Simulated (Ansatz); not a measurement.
**Bands, cutoff and cost in G0W0 for SnO2 (Cassiterite)**

Aim: see how the G0W0 gap of SnO2 (Cassiterite) on PBE moves with empty bands and screening cutoff, and what each rung costs.

Method: G0W0 on PBE, plane waves, PAW, in Ansatz 0.2.0.

### Step 1. The starting structure

The structure is tetragonal, space group P4_2/mnm (No. 136). The conventional cell has a = 4.738 Å, b = 4.738 Å, c = 3.187 Å, α = 90.00°, β = 90.00°, γ = 90.00°. Nearest to Sn lie 6 O at 2.05 to 2.06 Å. O has 3 Sn at 2.05 to 2.06 Å nearest. Farther neighbours and most contacts between anions are not listed.

The cell and positions come from the Crystallography Open Database and are kept as given unless a step says otherwise.

### Step 2. 213 empty bands, screening to 120 eV

Now the one-shot GW correction: screening in the RPA, then the self-energy of the levels asked for. This step takes hard PAW files.

input.yaml reads:

```yaml
crystal:
  lattice:
    - [4.738, 0.0, 0.0]
    - [0.0, 4.738, 0.0]
    - [0.0, 0.0, 3.1865]
  atoms:
    - { symbol: Sn, position: [0.0, 0.0, 0.0] }
    - { symbol: Sn, position: [0.5, 0.5, 0.5] }
    - { symbol: O, position: [0.3071, 0.3071, 0.0] }
    - { symbol: O, position: [0.1929, 0.8071, 0.5] }
    - { symbol: O, position: [0.6929, 0.6929, 0.0] }
    - { symbol: O, position: [0.8071, 0.1929, 0.5] }
kpoints:
  mp_grid: { grid: [4, 4, 6] }
hamiltonian:
  xc: pbe
  pseudopotentials: { kind: paw, source: ansatz }
scf:
  occupations: { method: fixed }
gw:
  n_empty_bands: 213
  ecut_chi: 120
  qp_bands: [v2, c2]
  qp_kpoints: band_edges
  screening: { model: contour_deformation }
```

Run with:

```bash
ansatz run input.yaml --threads 3 --pin off --max-ram 64512MiB --backend cuda --events-out ev --progress --plain --runs-dir out --devices 1 --max-vram 24GiB  # rebuilt from the run's record
```

Numbers of over 12 decimals in the logs are rounded to 6 here.

Log:

```text
GPUs: using 1 of 1 available (devices: 1).
Engine: ansatz 0.2.0, x86_64-unknown-linux-gnu
Pseudopotentials: kind: paw
Pseudopotential: Sn, paw, valence charge 22, recommended cutoff 640 eV (normal), Sn.paw.azcp
Pseudopotential: O, paw, valence charge 6, recommended cutoff 930 eV (normal), O.paw.azcp
Functional definition: PBE
  parameter kappa = 0.804
  parameter beta = 0.066725
  exchange = pbe_x(kappa = kappa, mu = beta*pi^2/3)
  correlation = pbe_c(beta = beta)
device memory: the entry about to start is reckoned to put 2.6 GiB on a device that reports 66.8 GiB free (of which the cap on the GPU budget leaves the run 24.0 GiB)
GPU FFT provider: cuFFT
GPU libraries: cuBLAS 13.8.2, cuFFT 12.4.0, cuSOLVER 12.3.4
Crystal: 6 atoms, lattice volume = 71.533 Å³
Basis set: ecut = 930 eV, 4587 PW (Γ)
Bands: 41, of which v1, the nominal top of the filled ones, is band 34 counted from 1 (33 counted from 0)
Symmetry: 16 space group operations
Space group: P42/mnm (ITA 136), of the structure as read, at distance tolerance 4.2e-5 Å
k-points: 24 of 96
Non-local potential: Sn, projectors of the file, l = 0: 3, l = 1: 3, l = 2: 3, l = 3: 2
Non-local potential: O, projectors of the file, l = 0: 2, l = 1: 2, l = 2: 1
PAW form: soft (Blöchl's): semilocal exchange-correlation on the pseudo side does not see the compensation charge
PAW one-centre angular grid: Sn, 590 points (default); XC on 64 Gauss nodes
PAW one-centre angular grid: O, 110 points (default); XC on 64 Gauss nodes
Initial density: superposition of atomic densities (chi_scale 0.1, normalization cell, long waves kept (reshape's long-wave potential 0.00 eV rms))
Initial wavefunctions: pseudopotential atomic-orbital guess
GPU buffer pool allocated for 104976 grid points (all kernels)
GPU transforms: local potential and band sums: pruned to the plane-wave sphere, on 50×50×36
Functional: x = pbe(κ = 0.804, μ = 0.219515), c = pbe(β = 0.066725)
SCF iter   1: F=—  HF=-21720.950653 eV  |F-HF|=—  |Δ(HF+E_count)|=         —  Δρ=8.52e-2  dr2=3.45e0  ethr=3.10e-3  ⟨swp⟩=4.3  Hψ=3366  notcnv=0  defer=120
preconditioner: auto → Resta (q_TF=auto, 2.705 Å⁻¹)  ε∞=3.3  [insulator: Δε(μ)=1.373 eV  Ē_g=20.881 eV  n_scr=22 (ndim 8)  ℏωp=31.7 eV  f_vac=0.009  ε∞_Penn≈3.3]
SCF iter   2: F=—  HF=-21720.032626 eV  |F-HF|=—  |Δ(HF+E_count)|=   9.18e-1  Δρ=3.88e-2  dr2=5.67e-1  ethr=3.10e-3  ⟨swp⟩=2.0  Hψ=1852  notcnv=0  defer=118
SCF iter   3: F=—  HF=-21719.973923 eV  |F-HF|=—  |Δ(HF+E_count)|=   5.87e-2  Δρ=1.28e-2  dr2=8.20e-2  ethr=8.34e-4  ⟨swp⟩=2.0  Hψ=1541  notcnv=0  defer=120
SCF iter   4: F=—  HF=-21719.983355 eV  |F-HF|=—  |Δ(HF+E_count)|=   9.43e-3  Δρ=3.85e-3  dr2=5.90e-3  ethr=1.21e-4  ⟨swp⟩=2.1  Hψ=1367  notcnv=0  defer=120
SCF iter   5: F=—  HF=-21719.985109 eV  |F-HF|=—  |Δ(HF+E_count)|=   1.75e-3  Δρ=1.13e-3  dr2=4.84e-4  ethr=8.68e-6  ⟨swp⟩=2.2  Hψ=1534  notcnv=0  defer=120
SCF iter   6: F=—  HF=-21719.985812 eV  |F-HF|=—  |Δ(HF+E_count)|=   7.02e-4  Δρ=1.66e-4  dr2=1.36e-5  ethr=7.11e-7  ⟨swp⟩=2.0  Hψ=1386  notcnv=0  defer=120
SCF iter   7: F=—  HF=-21719.985827 eV  |F-HF|=—  |Δ(HF+E_count)|=   1.51e-5  Δρ=3.34e-5  dr2=5.18e-7  ethr=2.00e-8  ⟨swp⟩=2.0  Hψ=1634  notcnv=0  defer=62
SCF iter   8: F=-21719.985827 eV  HF=-21719.985827 eV  |F-HF|=1.75e-8  |Δ(HF+E_count)|=   3.89e-7  Δρ=4.19e-6  dr2=1.32e-8  ethr=1.47e-10  ⟨swp⟩=10.0  Hψ=3934  notcnv=0
SCF 1 converged in 8 iterations: F = -21719.985827 eV  dr2 = 1.32e-8
  greatest PAW one-centre occupation: 0.999 electrons in one spin orbital (limit 2), on the Sn atom at site 1 (counted from 0), in its partial waves of l = 0
device memory: the entry about to start is reckoned to put 2.6 GiB (of the 2.9 GiB reckoned in all, the device holds 0.3 GiB already) on a device that reports 71.0 GiB free (of which the cap on the GPU budget leaves the run 23.7 GiB)
NSCF: frozen V_eff on 24 k-points, pencils in batches of 32, up to order 164
the band table was solved once the SCF had ended and its energy, with any forces and stress, was formed, with the checks that follow a solve (3889 applications of the Hamiltonian). They found nothing against the state; the energy, forces and stress were not computed again (output.eigenvalues in the input reference)
device memory: the entry about to start is reckoned to put 4.7 GiB on a device that reports 71.8 GiB free (of which the cap on the GPU budget leaves the run 24.0 GiB)
NSCF: frozen V_eff on 24 k-points
G₀W₀ screening: q 1/24
[... further progress lines ...]
SCF converged after 8 iterations
Free energy (F): -21719.985827 eV
Harris-Foulkes:  -21719.985827 eV  (|F-HF|=1.75e-8)
Internal energy: -21719.985827 eV  (E = F + TS)
E sigma→0 (E₀):  -21719.985827 eV
Fermi energy:    11.134553 eV
--- Per-component energies (eV) ---
  E_band       = -1367.346924
  E_kinetic    = 2587.518315
  E_local      = -11483.816176  (includes V_loc(G=0)·N_el)
  E_nonlocal   = 853.777291
  E_hartree    = 4520.264738
  E_xc         = -799.571143
  E_vxc        = -1036.110639  (∫ρ·V_xc dr)
  E_paw        = -9279.920732  (= ΣΔE_a)
  E_vpaw       = -1329.243197  (= ΣTr[D̂ρ^β])
  E_aug_tail   = -0.000013  (compensation charges beyond the density's cutoff)
  E_ewald      = -8118.238107
  E_smearing   = -0.000000  (= −TS)
  E_closure    = 0.000000  (closes the sum)
  Σ components = -21719.985827   (vs F -21719.985827, Δ=0.00e0)
--- Band table (eV; the first three rows and the last of 24) ---
[... rows of the band table ...]
--- G₀W₀: contour deformation, 7 samples at zero and on the imaginary axis and 2 off it, 96 q-points, 213 empty bands' worth ---
  eigenvalues of the whole cell's RPA ε∞ on this k-mesh (on a slab, of 1 + 4πα/V) = 4.3344, 4.3344, 4.5695; static W/v taken at q = 0 is 0.226668
  bands read: the sum over 247 bands ends inside a degenerate multiplet in 14 slots, whose members it reads at an even weight; the widest, k=3: bands 247 to 248 (counted from 1) at 1/2 each
  gw.qp_kpoints: band_edges: 11 of 24 stored k-points solved, in 1 pass; an edge of the gap read off the rows below is read off those points alone
    valence top: of the k-points left out ik 14 came nearest to being solved in a further pass, in band 34 (counted from 1, as in the quasiparticle table): it holds the edge there only if its correction is more favourable than any solved in that band by at least 0.582 eV; those differ by 0.288 eV
    conduction bottom: of the k-points left out ik 16 came nearest to being solved in a further pass, in band 35 (counted from 1, as in the quasiparticle table): it holds the edge there only if its correction is more favourable than any solved in that band by at least 3.365 eV; those differ by 0.648 eV
    ik  band        ε_KS         Σx   Σc(E_QP)       V_xc       Z   E_QP_lin       E_QP  E_QP is
     0    33     10.3590   -26.4480     4.9474   -20.7667  0.7524     9.6152     9.6251  root
     0    34     11.1346   -27.1856     5.2736   -21.1404  0.7530    10.3522    10.3630  root
     0    35     12.4213   -14.4725    -3.3500   -18.5888  0.8251    13.1931    13.1876  root
     0    36     17.3009   -12.1255    -4.6005   -17.8243  0.8048    18.4220    18.3993  root
     1    33     10.3801   -26.6265     4.9510   -20.9363  0.7531     9.6309     9.6409  root
     1    34     10.9048   -26.8714     5.3014   -20.7577  0.7516    10.0801    10.0926  root
     1    35     13.9118   -15.6542    -3.2269   -19.8201  0.8096    14.8607    14.8507  root
     1    36     17.8033   -13.1252    -4.7736   -19.1581  0.7919    19.1037    19.0625  root
     3    33      9.8766   -26.2844     5.4380   -19.9209  0.7443     8.9315     8.9511  root
     3    34      9.8766   -26.2844     5.4380   -19.9209  0.7443     8.9315     8.9511  root
     3    35     17.3752   -14.7396    -4.6195   -20.7639  0.7880    18.8139    18.7800  root
     3    36     17.3752   -14.7396    -4.6195   -20.7639  0.7880    18.8139    18.7800  root
     4    33     10.3975   -26.5370     4.9730   -20.8217  0.7525     9.6451     9.6553  root
     4    34     10.8478   -26.7094     5.2171   -20.6863  0.7524    10.0295    10.0418  root
     4    35     13.7112   -15.6291    -3.0997   -19.6033  0.8111    14.5939    14.5857  root
     4    36     16.8442   -12.9739    -4.3510   -18.4176  0.8019    17.9591    17.9369  root
     5    33     10.3508   -26.5879     4.9948   -20.8340  0.7525     9.5811     9.5919  root
     5    34     10.7692   -26.7681     5.2491   -20.7081  0.7515     9.9458     9.9584  root
     5    35     14.6459   -15.4850    -3.4722   -19.9821  0.8058    15.6846    15.6708  root
     5    36     17.4303   -13.8532    -4.5938   -19.7047  0.7901    18.7286    18.6881  root
     8    33     10.5004   -26.5684     5.0598   -20.7285  0.7525     9.7088     9.7204  root
     8    34     10.5004   -26.5684     5.0598   -20.7285  0.7525     9.7088     9.7204  root
     8    35     15.5894   -14.8695    -3.8027   -19.7548  0.8012    16.6921    16.6720  root
     8    36     15.5894   -14.8695    -3.8027   -19.7548  0.8012    16.6921    16.6720  root
[...]
17    33     10.4360   -26.6812     5.1249   -20.7573  0.7516     9.6248     9.6371  root
    17    34     10.4360   -26.6812     5.1249   -20.7573  0.7516     9.6248     9.6371  root
    17    35     16.2117   -14.7811    -4.1444   -20.1242  0.7978    17.4383    17.4104  root
    17    36     16.2117   -14.7811    -4.1444   -20.1242  0.7978    17.4383    17.4104  root
    23    33     10.3000   -26.6274     5.4467   -20.3023  0.7466     9.4056     9.4216  root
    23    34     10.3000   -26.6274     5.4467   -20.3023  0.7466     9.4056     9.4216  root
    23    35     16.0731   -13.3208    -4.2358   -18.6828  0.8121    17.2189    17.1994  root
    23    36     16.0731   -13.3208    -4.2358   -18.6828  0.8121    17.2189    17.1994  root
```

Run time: 50 s. Hardware: 1 × NVIDIA H100 80GB HBM3 (shared by 3 runs) with 3 threads of AMD EPYC 7R13 (Zen 3), shared host; peak memory 1.8 GiB; 76 s of CPU time.

This step gave:

- bands summed: 247
- RPA ε∞ on this mesh (eigenvalues): 4.334, 4.334, 4.570
- plane waves in the screening matrix: 205
- q-points in the mesh: 96
- G0W0 gap on the mesh: 2.825 eV
- k of the valence top: 0, 0, 0
- k of the conduction bottom: 0, 0, 0
- starting gap on the mesh: 1.287 eV
- Z at the valence top: 0.7530
- Z at the conduction bottom: 0.8251
- least direct G0W0 gap on the computed points: 2.825 eV

The gap on the mesh goes from 1.29 eV to 2.82 eV, a correction of +1.54 eV. Between the two edge states, bare exchange in place of the xc potential would open the gap by 10.16 eV, and correlation takes back 8.62 eV.

### Step 3. 459 empty bands, screening to 200 eV

Bands and screening cutoff are moved together, since each hides the error of the other.

Edit input.yaml of step 2 so:

```diff
@@ -20,4 +20,4 @@
 gw:
-  n_empty_bands: 213
-  ecut_chi: 120
+  n_empty_bands: 459
+  ecut_chi: 200
   qp_bands: [v2, c2]
```

Log:

```text
GPUs: using 1 of 1 available (devices: 1).
[...]
GPU FFT provider: cuFFT
GPU libraries: cuBLAS 13.8.2, cuFFT 12.4.0, cuSOLVER 12.3.4
Crystal: 6 atoms, lattice volume = 71.533 Å³
Basis set: ecut = 930 eV, 4587 PW (Γ)
Bands: 41, of which v1, the nominal top of the filled ones, is band 34 counted from 1 (33 counted from 0)
[... 1 set-up line as in the run before ...]
[...]
k-points: 24 of 96
[...]
GPU buffer pool allocated for 104976 grid points (all kernels)
[...]
SCF iter   1: F=—  HF=-21720.950653 eV  |F-HF|=—  |Δ(HF+E_count)|=         —  Δρ=8.52e-2  dr2=3.45e0  ethr=3.10e-3  ⟨swp⟩=4.3  Hψ=3366  notcnv=0  defer=120
[...]
SCF iter   8: F=-21719.985827 eV  HF=-21719.985827 eV  |F-HF|=1.75e-8  |Δ(HF+E_count)|=   3.89e-7  Δρ=4.19e-6  dr2=1.32e-8  ethr=1.47e-10  ⟨swp⟩=10.0  Hψ=3934  notcnv=0
SCF 1 converged in 8 iterations: F = -21719.985827 eV  dr2 = 1.32e-8
[...]
NSCF: frozen V_eff on 24 k-points, pencils in batches of 32, up to order 164
[...]
NSCF: frozen V_eff on 24 k-points
G₀W₀ screening: q 1/24
[... further progress lines ...]
SCF converged after 8 iterations
Free energy (F): -21719.985827 eV
[...]
Internal energy: -21719.985827 eV  (E = F + TS)
E sigma→0 (E₀):  -21719.985827 eV
Fermi energy:    11.134553 eV
[...]
--- Band table (eV; the first three rows and the last of 24) ---
[... rows of the band table ...]
[...]
0    33     10.3590   -26.4480     4.6626   -20.7667  0.7492     9.3190     9.3402  root
     0    34     11.1346   -27.1856     4.9801   -21.1404  0.7500    10.0463    10.0694  root
     0    35     12.4213   -14.4725    -3.5214   -18.5888  0.8220    13.0192    13.0162  root
     0    36     17.3009   -12.1255    -4.8222   -17.8243  0.8030    18.1904    18.1775  root
     1    33     10.3801   -26.6265     4.6664   -20.9363  0.7498     9.3347     9.3562  root
     1    34     10.9048   -26.8714     5.0180   -20.7577  0.7488     9.7833     9.8091  root
     1    35     13.9118   -15.6542    -3.4553   -19.8201  0.8064    14.6274    14.6224  root
     1    36     17.8033   -13.1252    -5.0208   -19.1581  0.7897    18.8352    18.8153  root
[...]
23    33     10.3000   -26.6274     5.1802   -20.3023  0.7439     9.1237     9.1551  root
    23    34     10.3000   -26.6274     5.1802   -20.3023  0.7439     9.1237     9.1551  root
    23    35     16.0731   -13.3208    -4.4617   -18.6828  0.8100    16.9841    16.9734  root
    23    36     16.0731   -13.3208    -4.4617   -18.6828  0.8100    16.9841    16.9734  root
```

Run time: 1.7 min. Hardware: 1 × NVIDIA H100 80GB HBM3 (shared by 3 runs) with 3 threads; peak memory 3 GiB; 2.8 min of CPU time.

Numbers from this step:

* bands summed: 493
* RPA ε∞ on this mesh (eigenvalues): 4.310, 4.310, 4.529
* plane waves in the screening matrix: 471
* q-points in the mesh: 96
* G0W0 gap on the mesh: 2.947 eV
* k of the valence top: 0, 0, 0
* k of the conduction bottom: 0, 0, 0
* starting gap on the mesh: 1.287 eV
* Z at the valence top: 0.7500
* Z at the conduction bottom: 0.8220
* least direct G0W0 gap on the computed points: 2.947 eV

Against the run with 4×4×6 mesh, 213 empty bands, screening to 120 eV, hard PAW files, the gap moves by +0.12 eV.

### Step 4. Changing the k mesh: 6×6×10 mesh, 213 empty bands, screening to 120 eV, hard PAW files

A second mesh at equal bands and cutoff isolates the sampling error. Bands and cutoff differ from the step before, so it is read against an earlier run that matches them.

Edit input.yaml of step 3 so:

```diff
@@ -13,3 +13,3 @@
 kpoints:
-  mp_grid: { grid: [4, 4, 6] }
+  mp_grid: { grid: [6, 6, 10] }
 hamiltonian:
@@ -20,4 +20,4 @@
 gw:
-  n_empty_bands: 459
-  ecut_chi: 200
+  n_empty_bands: 213
+  ecut_chi: 120
   qp_bands: [v2, c2]
```

Log:

```text
GPUs: using 1 of 1 available (devices: 1).
[...]
GPU FFT provider: cuFFT
GPU libraries: cuBLAS 13.8.2, cuFFT 12.4.0, cuSOLVER 12.3.4
Crystal: 6 atoms, lattice volume = 71.533 Å³
Basis set: ecut = 930 eV, 4587 PW (Γ)
Bands: 41, of which v1, the nominal top of the filled ones, is band 34 counted from 1 (33 counted from 0)
[... 1 set-up line as in the run before ...]
[...]
k-points: 60 of 360
[...]
1    36     17.5154   -12.5337    -4.6457   -18.3574  0.8014    18.7166    18.6935  root
[...]
59    33     10.2996   -26.6214     5.4345   -20.3024  0.7480     9.4004     9.4151  root
    59    34     10.2996   -26.6214     5.4345   -20.3024  0.7480     9.4004     9.4151  root
    59    35     16.0730   -13.3353    -4.2095   -18.6829  0.8145    17.2259    17.2111  root
    59    36     16.0730   -13.3353    -4.2095   -18.6829  0.8145    17.2259    17.2111  root
[key lines of the parts left out:]
SCF converged after 8 iterations
Free energy (F): -21719.986961 eV
Fermi energy:    11.134038 eV
```

Run time: 3 min. Hardware: 1 × NVIDIA H100 80GB HBM3 (shared by 3 runs) with 3 threads; peak memory 3 GiB.

Numbers from this step:

```yaml
bands_summed: 247
rpa_eps_infinity_on_this_mesh_eigenvalues: 4.203, 4.203, 4.513
plane_waves_in_the_screening_matrix: 205
g0w0_gap_on_the_mesh: 2.825 eV
k_of_the_valence_top: 0, 0, 0
k_of_the_conduction_bottom: 0, 0, 0
starting_gap_on_the_mesh: 1.287 eV
least_direct_g0w0_gap_on_the_computed_points: 2.825 eV
```

Against the run with 4×4×6 mesh, 213 empty bands, screening to 120 eV, hard PAW files, the gap moves by +0.0002 eV.

### Step 5. Convergence and cost

Times are wall times on 1 × NVIDIA H100 80GB HBM3 (shared by 3 runs) with 3 threads of AMD EPYC 7R13 (Zen 3), shared host, good to a factor of about two.

```
  mesh     files            frequency  bands summed  cutoff (eV)  start (eV)  G0W0 (eV)     time  host memory (GiB)
 4×4×6  hard PAW  contour deformation           247          120       1.287      2.825     50 s                1.8
 4×4×6  hard PAW  contour deformation           493          200       1.287      2.947  1.7 min                3.0
6×6×10  hard PAW  contour deformation           247          120       1.287      2.825    3 min                3.0
```

The parts of the quasiparticle energy at the two band edges (eV; QP = start + Σx + Σc − Vxc):

```
      run               edge  start      Σx     Σc     Vxc     Z     QP
247 bands        valence top  11.13  -27.19   5.27  -21.14  0.75  10.36
247 bands  conduction bottom  12.42  -14.47  -3.35  -18.59  0.83  13.19
493 bands        valence top  11.13  -27.19   4.98  -21.14  0.75  10.07
493 bands  conduction bottom  12.42  -14.47  -3.52  -18.59  0.82  13.02
```

### Step 6. Results

```yaml
247_bands_120_ev: 2.825 eV
493_bands_200_ev: 2.947 eV
estimated_limit_in_bands_and_cutoff: 3.07 eV
mesh_and_start: 4×4×6, PBE
```

What this shows: A line in one over the bands through the two rungs gives 3.07 eV, +0.12 eV from the top rung; with two points alone it is an unchecked estimate. The rungs stand 0.24 eV (247 bands) and 0.12 eV (493 bands) from it. From 247 to 493 bands the gap moves by +0.12 eV while the time grows 2.1-fold. Σc changes by −0.29 eV at the valence top and −0.17 eV at the conduction bottom, so the levels themselves move more than the gap between them. On the 6×6×10 mesh in place of 4×4×6 the gap differs by +0.0002 eV, of which +0.0004 eV is already in the start. Gaps are over the mesh's points; an edge off the mesh would be missed. The many-body steps are scalar-relativistic: spin-orbit coupling is not in them.

[Paths, hosts, dates, memory and timing lines, banners, echoed tables and standing remarks are left out of the program output.]

[Logs are printed without paths, hosts, clocks, repeated set-up lines and the standing remarks that a program may print on its own settings, such as how far it seeks lower states.]

[Runs of the session that timed out or met a known fault of the program may be left out.]

[Cells called generated may have been cut or substituted from an entry of the Crystallography Open Database or the Materials Project.]

[Hosts, paths, dates, database ids (printed as entryN), source tags and the programs' standing remarks are cut or masked in the printed files.]
